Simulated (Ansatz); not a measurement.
## NiTe2 monolayer (2H): relaxing the cell for a phonon run: cost of one run

Ansatz 0.2.0; DFT PBEsol, scalar-relativistic, plane waves, PAW; PAW set soft_1. The cell holds 3 atoms.

input.yaml

```yaml
crystal:
  lattice:
    - [3.6165878249, 0.0, 0.0]
    - [-1.8082939124, 3.1320569314, 0.0]
    - [0.0, 0.0, 31.0]
  atoms:
    - { symbol: Ni, position: [0.3333333333, 0.6666666667, 0.3225806452] }
    - { symbol: Te, position: [0.6666666667, 0.3333333333, 0.3702340939] }
    - { symbol: Te, position: [0.6666666667, 0.3333333333, 0.2749271964] }
  periodic: [true, true, false]
kpoints:
  mp_grid: { grid: [15, 15, 1] }
hamiltonian:
  xc: pbesol
  pseudopotentials: { kind: paw, azcp: { folder: soft_1 }, xc_functional: pbe }
scf:
  occupations: { method: gaussian, width: 0.1 }
output:
  forces: true
  stress: true
  eigenvalues: true
  write_density: true
  write_potential: true
  elf: true
  volumetric_format: npy
relax:
  adjacent_minimum: "off"
  f_tol: 0.005
  max_steps: 80
  cell: { stress_2d_tol: 0.02 }
```

The run is started by

```
$ ansatz run input.yaml --threads 4 --pin off --max-ram 16384MiB --backend cpu --events-out ev --progress --plain --runs-dir out
```

The cutoff in use is 420 eV. For reference, a run of the same kind (3 atoms, 37 k-points, 30 bands and 6,775 plane waves; 48 SCF cycles) took 79 s and 0.85 GiB on the same hardware.

**Question.** How long does this run take on 4 threads of Arm Neoverse V1, shared host, and how much memory does it need?

A cutoff of 420 eV is a sphere of radius 10.5 Å⁻¹, so a cell of 351 Å³ holds about V·G³/6π² = 6,863 plane waves. At two electrons a band, the 50 electrons need 25 bands, and 5 more are carried. Symmetry cuts the 15×15×1 mesh from 225 to 27 points. The run has 27 k-points, 30 bands and 6,727 plane waves. Taking the work of a cycle as k-points × spins × bands × plane waves, that is 0.72 times the reference, or 58 s at the reference's 48 cycles. The run needed 35 SCF cycles over 4 ionic steps, which makes it about 42 s. One copy of the wavefunctions takes 0.081 GiB at 16 bytes a coefficient, against 0.11 GiB in the reference; grids, projectors and work arrays come on top. Measured: about 44 s, with a peak of 0.78 GiB. The estimate holds within 25 %.

[Logs are printed without paths, hosts, clocks, repeated set-up lines and the standing remarks that a program may print on its own settings, such as how far it seeks lower states.]

[Hosts, paths, dates, database ids (printed as entryN), source tags and the programs' standing remarks are cut or masked in the printed files.]
